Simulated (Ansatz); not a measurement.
# CH3 on Mg(0001), ontop start, 2x2 cell: photoemission fingerprints, part 3 of 3

Aim: how the adsorbate changes the work function, the valence spectrum and the core levels in CH3 on Mg(0001), ontop start, 2x2 cell.

Ansatz 0.2.0; DFT, PBE, plane-wave PAW, default files, scalar-relativistic.

So far, work function, upper face (eV): step 2 (the clean face) 3.76; step 3 (relaxation) 4.50; step 4 (bands by layer) 4.50.

### 5. Z+1 stand-in on atom 5

System of this step: Mg15AlH3C. The cell holds 20 atoms: 3 H, 1 C, 1 Al and 15 Mg. Cell: a = 6.380 Å, b = 6.380 Å, c = 25.195 Å, α = 90.0°, β = 90.0°, γ = 60.0°. It derives from Mg. Regions: ad, 4 atoms (3 H and 1 C); L1, 4 atoms (1 Al and 3 Mg); L2, 4 atoms (4 Mg); L3, 4 atoms (4 Mg); rest, 4 atoms (4 Mg). Vacuum lies along c.

An atom with a screened core hole acts much like the next element, so total energies with that element on different sites give core-level shifts.

File input.yaml:

```yaml
crystal:
  lattice:
    - [6.38, 0.0, 0.0]
    - [3.19, 5.5252420761, 0.0]
    - [0.0, 0.0, 25.195]
  atoms:
    - { symbol: H, position: [0.1535832841, 0.0181748737, 0.7223020999] }
    - { symbol: H, position: [0.8318749036, 0.1521847252, 0.7224948431] }
    - { symbol: H, position: [0.0196868295, 0.8303813749, 0.7224959539] }
    - { symbol: C, position: [0.0014957892, 0.000215806, 0.7072490115] }
    - { symbol: Al, position: [-6.20452e-05, 3.06811e-05, 0.6210144287] }
    - { symbol: Mg, position: [0.5002557277, -0.0004423089, 0.6058373647] }
    - { symbol: Mg, position: [-0.0005987387, 0.500275642, 0.6058074272] }
    - { symbol: Mg, position: [0.5001014818, 0.5002127919, 0.6058081357] }
    - { symbol: Mg, position: [0.8349919699, 0.3299044072, 0.5050345301] }
    - { symbol: Mg, position: [0.3332779776, 0.3333294986, 0.5019205431] }
    - { symbol: Mg, position: [0.8350366294, 0.8350722461, 0.505021913] }
    - { symbol: Mg, position: [0.3298735008, 0.8350828078, 0.5050509964] }
    - { symbol: Mg, position: [0.0, 0.0, 0.400674737] }
    - { symbol: Mg, position: [0.5, 0.0, 0.400674737] }
    - { symbol: Mg, position: [0.0, 0.5, 0.400674737] }
    - { symbol: Mg, position: [0.5, 0.5, 0.400674737] }
    - { symbol: Mg, position: [0.833333333, 0.333333333, 0.297678111] }
    - { symbol: Mg, position: [0.333333333, 0.333333333, 0.297678111] }
    - { symbol: Mg, position: [0.833333333, 0.833333333, 0.297678111] }
    - { symbol: Mg, position: [0.333333333, 0.833333333, 0.297678111] }
kpoints:
  mp_grid: { grid: [6, 6, 1] }
scf:
  occupations: { method: fermi_dirac, width: 0.05 }
  n_extra_bands: 18
hamiltonian:
  xc: pbe
  pseudopotentials: { kind: paw }
output:
  forces: true
  write_potential: true
  volumetric_format: []
efield:
  axis: 3
  dipole_correction: true
```

Started as:

```console
$ ansatz run input.yaml --threads 8 --pin off --max-ram 20480MiB --backend cpu --events-out ev --progress --plain --runs-dir out
```

Run time: 25 s. Hardware: 8 threads of Arm Neoverse V2, shared host; peak memory 3.7 GiB; 3.2 min of CPU time.

This step gave:

```yaml
free_energy: -29690.7010 eV
energy_at_zero_smearing: -29690.6583 eV
smearing_term_ts: 0.08537 eV
fermi_energy: 0.2250 eV
```

### 6. Z+1 stand-in on atom 7

System of this step: Mg15AlH3C. The cell holds 20 atoms: 3 H, 1 C, 15 Mg and 1 Al. Cell: a = 6.380 Å, b = 6.380 Å, c = 25.195 Å, α = 90.0°, β = 90.0°, γ = 60.0°. It derives from Mg. Regions: ad, 4 atoms (3 H and 1 C); L1, 4 atoms (3 Mg and 1 Al); L2, 4 atoms (4 Mg); L3, 4 atoms (4 Mg); rest, 4 atoms (4 Mg). Vacuum lies along c.

The same swap on atom 7.

Changes to input.yaml since step 5:

```diff
@@ -10,5 +10,5 @@
     - { symbol: C, position: [0.0014957892, 0.000215806, 0.7072490115] }
-    - { symbol: Al, position: [-6.20452e-05, 3.06811e-05, 0.6210144287] }
+    - { symbol: Mg, position: [-6.20452e-05, 3.06811e-05, 0.6210144287] }
     - { symbol: Mg, position: [0.5002557277, -0.0004423089, 0.6058373647] }
-    - { symbol: Mg, position: [-0.0005987387, 0.500275642, 0.6058074272] }
+    - { symbol: Al, position: [-0.0005987387, 0.500275642, 0.6058074272] }
     - { symbol: Mg, position: [0.5001014818, 0.5002127919, 0.6058081357] }
```

Wall time 24 s (8 threads); peak memory 3.7 GiB; 3.1 min of CPU time.

Numbers from this step:

```yaml
free_energy: -29690.4352 eV
energy_at_zero_smearing: -29690.3945 eV
smearing_term_ts: 0.08145 eV
fermi_energy: 0.03771 eV
```

### 7. Z+1 stand-in on atom 13

System of this step: Mg15AlH3C. The cell holds 20 atoms: 3 H, 1 C, 15 Mg and 1 Al. Cell: a = 6.380 Å, b = 6.380 Å, c = 25.195 Å, α = 90.0°, β = 90.0°, γ = 60.0°. It derives from Mg. Regions: ad, 4 atoms (3 H and 1 C); L1, 4 atoms (4 Mg); L2, 4 atoms (4 Mg); L3, 4 atoms (1 Al and 3 Mg); rest, 4 atoms (4 Mg). Vacuum lies along c.

The same swap on atom 13.

Changes to input.yaml since step 6:

```diff
@@ -12,3 +12,3 @@
     - { symbol: Mg, position: [0.5002557277, -0.0004423089, 0.6058373647] }
-    - { symbol: Al, position: [-0.0005987387, 0.500275642, 0.6058074272] }
+    - { symbol: Mg, position: [-0.0005987387, 0.500275642, 0.6058074272] }
     - { symbol: Mg, position: [0.5001014818, 0.5002127919, 0.6058081357] }
@@ -18,3 +18,3 @@
     - { symbol: Mg, position: [0.3298735008, 0.8350828078, 0.5050509964] }
-    - { symbol: Mg, position: [0.0, 0.0, 0.400674737] }
+    - { symbol: Al, position: [0.0, 0.0, 0.400674737] }
     - { symbol: Mg, position: [0.5, 0.0, 0.400674737] }
```

Run time: 25 s. Hardware: 8 threads; peak memory 3.7 GiB.

Numbers from this step:

| Quantity | Value |
| --- | --- |
| free energy | -29690.5714 eV |
| energy at zero smearing | -29690.5300 eV |
| smearing term TS | 0.08273 eV |
| Fermi energy | 0.1378 eV |

### 8. Shifts from the Z+1 runs

An atom with a screened core hole acts like the next element, so the difference of two such total energies is the shift between the two sites; positive is more bound. Shifts count from the last listed atom of each element.

| atom | region | replaced by | shell meant | free energy (eV) | shift (eV) |
| --- | --- | --- | --- | --- | --- |
| Mg5 | layer 1 | Al | 2p | -29690.701 | -0.13 |
| Mg7 | layer 1 | Al | 2p | -29690.435 | +0.14 |
| Mg13 | layer 3 | Al | 2p | -29690.571 | +0.00 |

The stand-in's nearest image is 6.4 Å away. The method gives no absolute levels and the same shift for every shell of an atom.

### 9. Another try

In this try the input is made faulty on purpose, to show what that does.

This step: DFT, PBE, plane-wave PAW, default files, scalar-relativistic; changed: crystal.lattice = [[12.05645252, 0.0, 0.0], [6.02822626, 10.44119416, 0.0], [0.0, 0.0, 47.61164909]], scf.max_iter = 60 (Ansatz 0.2.0).

System of this step: Mg16H3C. The cell holds 20 atoms: 3 H, 1 C and 16 Mg. Its edges and angles: a = 12.056 Å, b = 12.056 Å, c = 47.612 Å, α = 90.0°, β = 90.0°, γ = 60.0°. It derives from Mg. How the cell was made: adsorbate; added: CH3; site: ontop; coverage 0.25 monolayer; cell: 2x2; on one face. Regions: ad, 4 atoms (3 H and 1 C); L1, 4 atoms (4 Mg); L2, 4 atoms (4 Mg); L3, 4 atoms (4 Mg); rest, 4 atoms (4 Mg). Vacuum lies along c.

Changes to input.yaml since step 7:

```diff
@@ -2,5 +2,5 @@
   lattice:
-    - [6.38, 0.0, 0.0]
-    - [3.19, 5.5252420761, 0.0]
-    - [0.0, 0.0, 25.195]
+    - [12.05645252, 0.0, 0.0]
+    - [6.02822626, 10.44119416, 0.0]
+    - [0.0, 0.0, 47.61164909]
   atoms:
@@ -18,3 +18,3 @@
     - { symbol: Mg, position: [0.3298735008, 0.8350828078, 0.5050509964] }
-    - { symbol: Al, position: [0.0, 0.0, 0.400674737] }
+    - { symbol: Mg, position: [0.0, 0.0, 0.400674737] }
     - { symbol: Mg, position: [0.5, 0.0, 0.400674737] }
@@ -30,3 +30,4 @@
   occupations: { method: fermi_dirac, width: 0.05 }
-  n_extra_bands: 18
+  n_extra_bands: 26
+  max_iter: 60
 hamiltonian:
@@ -38,2 +39,13 @@
   volumetric_format: []
+  dos:
+    projected:
+      site_lists:
+        adsorbate: [0, 1, 2, 3]
+        layer_1: [4, 5, 6, 7]
+        layer_2: [8, 9, 10, 11]
+        layer_3: [12, 13, 14, 15]
+        other_layers: [16, 17, 18, 19]
+    de: 0.05
+    e_range: [-30, 12]
+    method: { smearing: { sigma: 0.15, scheme: gaussian } }
 efield:
```

It took 5.4 min on 8 threads; peak memory 14 GiB.

Residual by cycle:

cycle, log10 residual and a bar from the least value:
```
        1        0.7 ##############################
        3        0.7 ##############################
        4       -0.2 ###########################
        6       -0.8 #########################
        8        0.1 ############################
       10       -0.6 #########################
       11       -1.3 #######################
       13       -2.1 ####################
       15       -4.5 ############
       17       -6.4 #####
       18       -6.3 #####
       20       -7.7
```

The run finished. A setting was moved off its sound value on purpose, so it serves as a test and not as the result.

The fault put into the input: a lattice typed in bohr (crystal.lattice).

Side by side:

| quantity | this run | sound run | difference |
| --- | --- | --- | --- |
| free energy (eV) | -31044.20 | -31076.95 | 32.8 |
| energy at zero smearing (eV) | -31044.15 | -31076.93 | 32.8 |
| smearing term TS (eV) | 0.097430 | 0.054818 | 0.0426 |
| Fermi energy (eV) | -4.1387 | 0.12806 | -4.27 |
| share of occupied states in no projected shell (of the occupied states in the window) | 0.003 | 0.2109 | -0.208 |
| DOS at the Fermi level (states/eV/cell) | 11.305 | 7.7172 | 3.59 |
| work function, upper face (eV) | 5.8696 | 4.4977 | 1.37 |
| work function, lower face (eV) | 4.2494 | 3.7283 | 0.521 |

One result that differs is the share of occupied states in no projected shell, 0.003 of the occupied states in the window against 0.211 of the occupied states in the window.

### 10. Summary of results

* work function: 4.50 eV (other face 3.73 eV)
* change from the clean face: +0.74 eV
* Mg core shifts among the listed atoms, from the last listed one: -0.13 to +0.14 eV

**Reading.** The Fermi level of CH3 on Mg(0001), ontop start, 2x2 cell lies 4.50 eV (other face 3.73 eV) below the vacuum, a change of +0.74 eV from the clean face. No level with weight over 0.3 between −3.0 and 3.0 eV at the labelled points has over 60 % of its weight in the top region and under 6 % in the middle, the test used here for a surface state; levels near these limits can still be surface states of a thicker slab. After relaxation C4 stands 2.46 Å above the top layer, bonded to 1 Mg atom at 2.17 Å. The bare lower face differs from the lower face of the clean 1×1 slab by 0.03 eV, a measure of the error from mesh and slab. Core shifts by the Z+1 route: Mg -0.13 to +0.14 eV. Among the sites run, the most bound Mg 2p level is that of Mg7 (layer 1), bonded to 9 Mg; the least bound, 0.27 eV shallower, that of Mg5 (layer 1), bonded to 9 Mg and 1 C. At 21.2 eV the valence spectrum has its highest listed peak within 10.8 eV at 5.0 eV (C 2p). At 1486.7 eV the valence spectrum has its highest listed peaks within 13 eV at 1.9 eV (Mg 3s), 2.9 eV (Mg 3s), 4.0 eV (Mg 3s), 4.8 eV (Mg 3s) and 11.8 eV (C 2s). The shell named is the one with most of the intensity, cross sections included, not always the one with most states there. The slab's own atoms span 8.1 Å, so bulk bands appear as a few quantum-well levels, and states of the two faces can mix. The program warns of density or levels in the vacuum in some of these runs, so vacuum levels and energy differences can be a little off.

[Logs are printed without paths, hosts, clocks, repeated set-up lines and the standing remarks that a program may print on its own settings, such as how far it seeks lower states.]

[Hosts, paths, dates, database ids (printed as entryN), source tags and the programs' standing remarks are cut or masked in the printed files.]

[Maps of the electrostatic potential energy from Ansatz leave out the sawtooth potential of an applied field or a dipole correction, so their vacuum need not be flat; work functions include it.]
